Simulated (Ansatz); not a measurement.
# DyMg3: which shell does photoemission see at 21.2 and 150 eV? (LDA)

The valence band of DyMg3 mixes several shells. Work out by hand which one leads the spectrum's area at each photon energy.

Filled states come from the projected DOS of Ansatz 0.2.0 (LDA+U, plane waves); cross sections σ and asymmetry parameters β are those of free atoms in a Dirac–Hartree–Slater calculation. A shell's area is states × σ × angular factor, which is 1 + β·P₂(cos θ) for linear light, with θ = 10° from the polarisation and P₂ = 0.955.

**At 21.2 eV** (states counted from 11.2 eV below the zero; other shells add 1.1 to the products' sum of 19.8):

```
shell  filled states a cell  cross section (Mb an electron)     β  angular factor  product  share by hand (%)  share in the simulated spectrum (%)
Dy 5d                  3.96                            2.41  0.62            1.60     15.3                 77                                   77
Dy 4f                  8.99                           0.144  1.69            2.61     3.37                 17                                   17
```

**At 150 eV** (states counted from 25.9 eV below the zero; other shells add 0.33 to the products' sum of 7.68):

| shell | filled states a cell | cross section (Mb an electron) | β | angular factor | product | share by hand (%) | share in the simulated spectrum (%) |
| --- | --- | --- | --- | --- | --- | --- | --- |
| Dy 5d | 3.97 | 0.00326 | 0.07 | 1.07 | 0.0139 | 0 | 0 |
| Dy 4f | 8.99 | 0.593 | 0.39 | 1.38 | 7.33 | 95 | 96 |

Dy 5d leads at 21.2 eV and Dy 4f at 150 eV. Between the two energies σ of Dy 5d changes by a factor 0.0014 and that of Dy 4f by 4.1, so their ratio moves 3055-fold in favour of the second. The simulated spectrum uses the same rule on the energy-resolved DOS, so the two share columns agree within a few points.

Only crystals where the two columns agree within 4 points and the lead is clear are worked in this form. Free-atom cross sections ignore the solid's final states, no escape depth or background enters, and the count of states a shell hangs on the projection.

[Logs are printed without paths, hosts, clocks, repeated set-up lines and the standing remarks that a program may print on its own settings, such as how far it seeks lower states.]
